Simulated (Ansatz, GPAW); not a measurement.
# Work function of I/Mo(110) at several levels, part 2 of 3

Aim: the work function of both faces of I/Mo(110), and its spread over functionals and bases.

GPAW 26.7.0 and Ansatz 0.2.0; Ansatz plane waves; slab in vacuum with a dipole correction, relaxation; PAW set soft_1 (the session's first sound run).

So far, upper work function (eV): step 2 (relaxation) 3.99.

## Step 3: Plane waves, PBE

With the geometry fixed, the planar mean of the potential gives the vacuum level on each side.

This step: GPAW, PAW setups; slab in vacuum (GPAW 26.7.0).

run.py reads:

```python
import json
import numpy as np
from ase import Atoms
from gpaw import GPAW, PW

slab = Atoms(
    ['Mo', 'Mo', 'Mo', 'Mo', 'Mo', 'Mo', 'Mo', 'Mo', 'Mo', 'Mo', 'Mo', 'Mo', 'Mo', 'Mo', 'Mo', 'Mo', 'I'],
    positions=[
        [0.00000, 0.00000, 7.00000],
        [2.22739, 0.00000, 9.22739],
        [0.01572, 0.00000, 11.43588],
        [2.14640, -0.00000, 13.68078],
        [2.22739, 1.57500, 7.00000],
        [4.45477, 1.57500, 9.22739],
        [2.22742, 1.57273, 11.49431],
        [4.47234, 1.56519, 13.64317],
        [2.22739, -1.57500, 7.00000],
        [4.45477, -1.57500, 9.22739],
        [2.22742, -1.57273, 11.49431],
        [4.47234, -1.56519, 13.64317],
        [4.45477, 0.00000, 7.00000],
        [6.68216, 0.00000, 9.22739],
        [4.44940, -0.00000, 11.46716],
        [6.72639, 0.00000, 13.60217],
        [3.85263, 0.00000, 15.96690]],
    cell=[[4.45477, -3.15, 0.0], [4.45477, 3.15, 0.0], [0.0, 0.0, 23.35999]],
    pbc=[True, True, False])

slab.calc = GPAW(mode=PW(400), xc='PBE', kpts={'size': (6, 6, 1), 'gamma': True},
                 occupations={'name': 'fermi-dirac', 'width': 0.1}, nbands='160%',
                 convergence={'density': 1e-05}, maxiter=200,
                 poissonsolver={'dipolelayer': 'xy'},
                 symmetry={'tolerance': 1e-3}, txt='slab.txt')
result = {}
energy = slab.get_potential_energy()
fermi = slab.calc.get_fermi_level()
v = slab.calc.get_electrostatic_potential().mean((0, 1)) - fermi
n = slab.calc.get_pseudo_density().mean((0, 1))
L = slab.cell[2, 2]
z = np.arange(len(v)) * L / len(v)
low, high = slab.positions[:, 2].min(), slab.positions[:, 2].max()
below, above = np.interp([low - 4.8, high + 4.8], z, v)
slopes = [np.interp(x, z, np.gradient(v, z)) for x in (low - 4.8, high + 4.8)]
eps = np.array([[slab.calc.get_eigenvalues(k, s) for k in range(len(slab.calc.get_ibz_k_points()))]
                for s in range(slab.calc.get_number_of_spins())]) - fermi
top, bottom = eps[eps < 0].max(), eps[eps > 0].min()
dipole = slab.get_dipole_moment()[2]
print(f'energy {energy:.4f} eV, Fermi level {fermi:.4f} eV, dipole {dipole:.5f} e A')
print(f'potential 4.8 A off the faces, from the Fermi level: lower {below:.4f} eV, upper {above:.4f} eV')
print(f'slope of the potential there: lower {slopes[0]:.5f}, upper {slopes[1]:.5f} eV/A')
print(f'nearest levels on the mesh: {top:.4f} and {bottom:.4f} eV')
print('magnetic moment', round(slab.get_magnetic_moment(), 3))
result.update(energy=energy, fermi=fermi, dipole=dipole, below=below, above=above, slopes=slopes, edges=[top, bottom],
              z=z.tolist(), v=v.tolist(), n=n.tolist(), positions=slab.positions.tolist(),
              forces=slab.get_forces(apply_constraint=False).tolist(), moments=slab.get_magnetic_moments().tolist())
json.dump(result, open('result.json', 'w'))
```

Launch:

```bash
> OMP_NUM_THREADS=1 OPENBLAS_NUM_THREADS=1 python run.py
```

What it wrote:

```text
energy -173.6228 eV, Fermi level 3.1202 eV, dipole 0.10087 e A
potential 4.8 A off the faces, from the Fermi level: lower 4.6394 eV, upper 3.9906 eV
slope of the potential there: lower -0.00174, upper 0.00022 eV/A
nearest levels on the mesh: -0.0038 and 0.0363 eV
magnetic moment 0.0
```

Wall time 31 min (1 thread of Arm Neoverse V1, shared host); peak memory 0.9 GiB.

This step gave:

| Item | Value |
| --- | --- |
| dipole along the normal | 0.1009 e·Å |
| levels nearest the Fermi level on the mesh | -0.003754, 0.03630 eV from the Fermi level |
| upper work function | 3.991 eV |
| lower work function | 4.639 eV |

The electrostatic potential energy of an electron (without an applied field's), less the Fermi level, planar mean oscillates, so the rows of the table below give means over windows of 2.27 Å about each position, cut where the curve ends. Its maxima inside the range that stand out by 2 % of the span (Å: eV): 8.1: -2.08, 10.4: -2.14, 12.5: -2.66, 15.0: 0.542. Its minima: 7.0: -28.1, 9.2: -28.5, 11.5: -28.6, 13.6: -28.1, 16.0: -6.08.

Table of electrostatic potential energy of an electron (without an applied field's), less the Fermi level, planar mean by z; means over each step:

z (Å), electrostatic potential energy of an electron (without an applied field's), less the Fermi level, planar mean (eV) and a bar from the least value:
```
     1.14        4.6 ##############################
     3.41        4.6 ##############################
     5.68       -2.1 ###################
     7.95      -13.6 #
    10.22      -13.6 #
    12.49      -14.5 
    14.76       -7.6 ###########
    17.03        1.0 ########################
    19.30        4.0 #############################
    21.57        4.0 #############################
```

Table of pseudo valence density, planar mean by z:

| z (Å) | pseudo valence density, planar mean (e/Å³) |
| --- | --- |
| 0.00 | 0 |
| 0.65 | 0 |
| 1.30 | 2.8e-6 |
| 1.95 | 1.2e-5 |
| 2.60 | 5.8e-5 |
| 3.03 | 1.6e-4 |
| 3.68 | 7.7e-4 |
| 4.33 | 0.00359 |
| 4.97 | 0.0163 |
| 5.62 | 0.0704 |
| 6.27 | 0.382 |
| 6.92 | 1.95 |
| 7.57 | 0.629 |
| 8.22 | 0.330 |
| 8.65 | 0.623 |
| 9.30 | 1.94 |
| 9.95 | 0.455 |
| 10.60 | 0.362 |
| 11.25 | 1.56 |
| 11.90 | 0.947 |
| 12.55 | 0.344 |
| 13.19 | 0.882 |
| 13.84 | 1.66 |
| 14.49 | 0.289 |
| 14.92 | 0.150 |
| 15.57 | 0.151 |
| 16.22 | 0.107 |
| 16.87 | 0.0771 |
| 17.52 | 0.0132 |
| 18.17 | 0.00190 |
| 18.82 | 2.8e-4 |
| 19.47 | 4.3e-5 |
| 20.12 | 6.6e-6 |
| 20.55 | 0 |
| 21.20 | 0 |
| 21.85 | 0 |
| 22.49 | 0 |
| 23.14 | 0 |

Force by atom:

| atom | x (eV/Å) | y (eV/Å) | z (eV/Å) | size |
| --- | --- | --- | --- | --- |
| Mo1 | -0.005 | 0.000 | 0.488 | 0.488 |
| Mo2 | 0.061 | 0.000 | -0.600 | 0.603 |
| Mo3 | 0.001 | 0.000 | 0.021 | 0.021 |
| Mo4 | -0.010 | 0.000 | -0.036 | 0.037 |
| Mo5 | 0.013 | -0.034 | 0.554 | 0.555 |
| Mo6 | -0.013 | 0.040 | -0.402 | 0.404 |
| Mo7 | 0.001 | -0.011 | -0.015 | 0.019 |
| Mo8 | 0.005 | 0.015 | -0.038 | 0.041 |
| Mo9 | 0.013 | 0.034 | 0.554 | 0.555 |
| Mo10 | -0.013 | -0.040 | -0.402 | 0.404 |
| Mo11 | 0.001 | 0.011 | -0.015 | 0.019 |
| Mo12 | 0.005 | -0.015 | -0.038 | 0.041 |
| Mo13 | -0.031 | 0.000 | 0.436 | 0.437 |
| Mo14 | -0.033 | 0.000 | -0.612 | 0.613 |
| Mo15 | -0.004 | 0.000 | 0.007 | 0.008 |
| Mo16 | 0.018 | 0.000 | 0.000 | 0.018 |
| I17 | -0.006 | 0.000 | 0.081 | 0.081 |

The potential is flat to 0.002 eV/Å where it is read, so the vacuum is wide enough. The geometry is the other program's minimum; here the largest force on a free atom is 0.081 eV/Å.

## Step 4: Self-consistent run: xc = "RPBE"

The same geometry under RPBE, to see how far the functional moves the levels against the vacuum.

Edit run.py of step 3 so:

```diff
@@ -28,3 +28,3 @@
 
-slab.calc = GPAW(mode=PW(400), xc='PBE', kpts={'size': (6, 6, 1), 'gamma': True},
+slab.calc = GPAW(mode=PW(400), xc='RPBE', kpts={'size': (6, 6, 1), 'gamma': True},
                  occupations={'name': 'fermi-dirac', 'width': 0.1}, nbands='160%',
```

What it wrote:

```text
energy -164.7705 eV, Fermi level 3.2203 eV, dipole 0.09151 e A
potential 4.8 A off the faces, from the Fermi level: lower 4.4897 eV, upper 3.9013 eV
slope of the potential there: lower -0.00200, upper 0.00024 eV/A
nearest levels on the mesh: -0.0039 and 0.0369 eV
magnetic moment 0.0
```

Run time: 32 min. Hardware: 1 thread; peak memory 0.9 GiB.

Numbers from this step:

| Item | Value |
| --- | --- |
| dipole along the normal | 0.09151 e·Å |
| levels nearest the Fermi level on the mesh | -0.003902, 0.03692 eV from the Fermi level |
| upper work function | 3.901 eV |
| lower work function | 4.490 eV |

The electrostatic potential energy of an electron (without an applied field's), less the Fermi level, planar mean oscillates, so the rows of the table below give means over windows of 2.27 Å about each position, cut where the curve ends. Its maxima inside the range that stand out by 2 % of the span (Å: eV): 8.1: -2.16, 10.4: -2.23, 12.5: -2.74, 15.0: 0.420. Its minima: 7.0: -28.1, 9.2: -28.6, 11.5: -28.6, 13.6: -28.2, 16.0: -6.20.

The electrostatic potential energy of an electron (without an applied field's), less the Fermi level, planar mean by z; means over each step:

| z (Å) | electrostatic potential energy of an electron (without an applied field's), less the Fermi level, planar mean (eV) |
| --- | --- |
| 1.14 | 4.47 |
| 3.41 | 4.45 |
| 5.68 | -2.26 |
| 7.95 | -13.7 |
| 10.22 | -13.7 |
| 12.49 | -14.6 |
| 14.76 | -7.66 |
| 17.03 | 0.879 |
| 19.30 | 3.89 |
| 21.57 | 3.90 |

The pseudo valence density, planar mean oscillates, so the rows of the table below give means over windows of 2.16 Å about each position, cut where the curve ends. Its maxima inside the range that stand out by 2 % of the span (Å: e/Å³): 6.9: 1.95, 9.3: 1.94, 11.5: 1.98, 13.6: 2.00, 16.4: 0.137. Its minima: 8.2: 0.329, 10.4: 0.311, 12.5: 0.344, 16.0: 0.0686.

Table of pseudo valence density, planar mean by z; means over each step:

| z (Å) | pseudo valence density, planar mean (e/Å³) |
| --- | --- |
| 1.08 | 4.6e-6 |
| 3.24 | 7.1e-4 |
| 5.40 | 0.122 |
| 7.56 | 0.903 |
| 9.72 | 0.901 |
| 11.88 | 0.920 |
| 14.04 | 0.853 |
| 16.20 | 0.106 |
| 18.36 | 0.00443 |
| 20.52 | 9.0e-6 |

Force by atom:

| atom | x (eV/Å) | y (eV/Å) | z (eV/Å) | size |
| --- | --- | --- | --- | --- |
| Mo1 | -0.006 | 0.000 | 0.322 | 0.322 |
| Mo2 | 0.061 | 0.000 | -0.600 | 0.603 |
| Mo3 | -0.008 | 0.000 | 0.018 | 0.020 |
| Mo4 | -0.013 | 0.000 | 0.064 | 0.065 |
| Mo5 | 0.013 | -0.034 | 0.387 | 0.388 |
| Mo6 | -0.012 | 0.038 | -0.404 | 0.406 |
| Mo7 | 0.004 | -0.013 | -0.035 | 0.038 |
| Mo8 | 0.001 | 0.029 | 0.054 | 0.061 |
| Mo9 | 0.013 | 0.034 | 0.387 | 0.388 |
| Mo10 | -0.012 | -0.038 | -0.404 | 0.406 |
| Mo11 | 0.004 | 0.013 | -0.035 | 0.038 |
| Mo12 | 0.001 | -0.029 | 0.054 | 0.061 |
| Mo13 | -0.031 | 0.000 | 0.270 | 0.272 |
| Mo14 | -0.033 | 0.000 | -0.609 | 0.610 |
| Mo15 | -0.003 | 0.000 | 0.002 | 0.004 |
| Mo16 | 0.020 | 0.000 | 0.167 | 0.169 |
| I17 | 0.005 | 0.000 | 0.355 | 0.355 |

The upper face's work function is 3.901 eV, against 3.991 eV in the first plane-wave PBE run at this geometry.

## Step 5: Self-consistent run: xc = "revPBE"

The same geometry under revPBE, to see how far the functional moves the levels against the vacuum.

Edit run.py of step 4 so:

```diff
@@ -28,3 +28,3 @@
 
-slab.calc = GPAW(mode=PW(400), xc='RPBE', kpts={'size': (6, 6, 1), 'gamma': True},
+slab.calc = GPAW(mode=PW(400), xc='revPBE', kpts={'size': (6, 6, 1), 'gamma': True},
                  occupations={'name': 'fermi-dirac', 'width': 0.1}, nbands='160%',
```

What it wrote:

```text
energy -166.5991 eV, Fermi level 3.2045 eV, dipole 0.09496 e A
potential 4.8 A off the faces, from the Fermi level: lower 4.5102 eV, upper 3.8994 eV
slope of the potential there: lower -0.00188, upper 0.00023 eV/A
nearest levels on the mesh: -0.0039 and 0.0384 eV
magnetic moment 0.0
```

Elapsed: 33 min, on 1 thread; peak memory 0.9 GiB.

Numbers from this step:

| Property | Result |
| --- | --- |
| dipole along the normal | 0.09496 e·Å |
| levels nearest the Fermi level on the mesh | -0.003911, 0.03838 eV from the Fermi level |
| upper work function | 3.899 eV |
| lower work function | 4.510 eV |

The upper face's work function is 3.899 eV, against 3.991 eV in the first plane-wave PBE run at this geometry.

## Step 6: OptPBE vdW: xc = "optPBE-vdW"

The same geometry under optPBE-vdW, to see how far the functional moves the levels against the vacuum (the van der Waals functionals take revPBE setups).

Edit run.py of step 5 so:

```diff
@@ -28,3 +28,3 @@
 
-slab.calc = GPAW(mode=PW(400), xc='revPBE', kpts={'size': (6, 6, 1), 'gamma': True},
+slab.calc = GPAW(mode=PW(400), xc='optPBE-vdW', kpts={'size': (6, 6, 1), 'gamma': True},
                  occupations={'name': 'fermi-dirac', 'width': 0.1}, nbands='160%',
```

What it wrote:

```text
energy -403.4051 eV, Fermi level 3.0115 eV, dipole 0.09560 e A
potential 4.8 A off the faces, from the Fermi level: lower 4.8133 eV, upper 4.1988 eV
slope of the potential there: lower -0.00280, upper 0.00026 eV/A
nearest levels on the mesh: -0.0021 and 0.0140 eV
magnetic moment 0.0
```

Wall time 33 min (1 thread); peak memory 1.2 GiB.

This step gave:

| Quantity | Value |
| --- | --- |
| dipole along the normal | 0.09560 e·Å |
| levels nearest the Fermi level on the mesh | -0.002082, 0.01403 eV from the Fermi level |
| upper work function | 4.199 eV |
| lower work function | 4.813 eV |

The upper face's work function is 4.199 eV, against 3.991 eV in the first plane-wave PBE run at this geometry.

## Step 7: Real-space grid: mode = "fd"

A real-space grid is a second complete basis, so it checks the plane-wave result.

Edit run.py of step 6 so:

```diff
@@ -3,3 +3,3 @@
 from ase import Atoms
-from gpaw import GPAW, PW
+from gpaw import GPAW
 
@@ -28,3 +28,3 @@
 
-slab.calc = GPAW(mode=PW(400), xc='optPBE-vdW', kpts={'size': (6, 6, 1), 'gamma': True},
+slab.calc = GPAW(mode='fd', h=0.18, xc='PBE', kpts={'size': (6, 6, 1), 'gamma': True},
                  occupations={'name': 'fermi-dirac', 'width': 0.1}, nbands='160%',
```

What it wrote:

```text
energy -174.3059 eV, Fermi level -4.3144 eV, dipole 0.10060 e A
potential 4.8 A off the faces, from the Fermi level: lower 4.6382 eV, upper 3.9901 eV
slope of the potential there: lower -0.00155, upper 0.00008 eV/A
nearest levels on the mesh: -0.0033 and 0.0373 eV
magnetic moment 0.0
```

Wall time 2.3 h (1 thread); peak memory 5.2 GiB.

This step gave:

* dipole along the normal: 0.1006 e·Å
* levels nearest the Fermi level on the mesh: -0.003317, 0.03730 eV from the Fermi level
* upper work function: 3.990 eV
* lower work function: 4.638 eV

The electrostatic potential energy of an electron (without an applied field's), less the Fermi level, planar mean oscillates, so the rows of the table below give means over windows of 2.28 Å about each position, cut where the curve ends. Its maxima inside the range that stand out by 2 % of the span (Å: eV): 8.1: -2.08, 10.3: -2.15, 12.6: -2.68, 15.1: 0.546. Its minima: 7.0: -28.1, 9.2: -28.6, 11.5: -28.5, 13.6: -28.0, 16.0: -6.13.

The electrostatic potential energy of an electron (without an applied field's), less the Fermi level, planar mean by z; means over each step:

z (Å), electrostatic potential energy of an electron (without an applied field's), less the Fermi level, planar mean (eV) and a bar from the least value:
```
     1.14        4.6 ##############################
     3.42        4.6 ##############################
     5.70       -2.5 ###################
     7.98      -13.7 #
    10.26      -13.7 #
    12.54      -14.6 
    14.82       -7.0 ############
    17.10        1.3 #########################
    19.38        4.0 #############################
    21.66        4.0 #############################
```

The upper face's work function is 3.990 eV, against 3.991 eV in the first plane-wave PBE run at this geometry.

## Step 8: Cost and result by level

Times are for 1 thread of Arm Neoverse V1, shared host. The runs compared:

| no. | run | upper work function (eV) | lower work function (eV) | time | memory (GiB) |
| --- | --- | --- | --- | --- | --- |
| 1 | pw | 3.991 | 4.639 | 31 min | 0.9 |
| 2 | RPBE | 3.901 | 4.490 | 32 min | 0.9 |
| 3 | revPBE | 3.899 | 4.510 | 33 min | 0.9 |
| 4 | optPBE vdW | 4.199 | 4.813 | 33 min | 1.2 |
| 5 | fd | 3.990 | 4.638 | 2.3 h | 5.2 |

(Part 2 of 3 ends here.)

[Logs are printed without paths, hosts, clocks, repeated set-up lines and the standing remarks that a program may print on its own settings, such as how far it seeks lower states.]

[Hosts, paths, dates, database ids (printed as entryN), source tags and the programs' standing remarks are cut or masked in the printed files.]
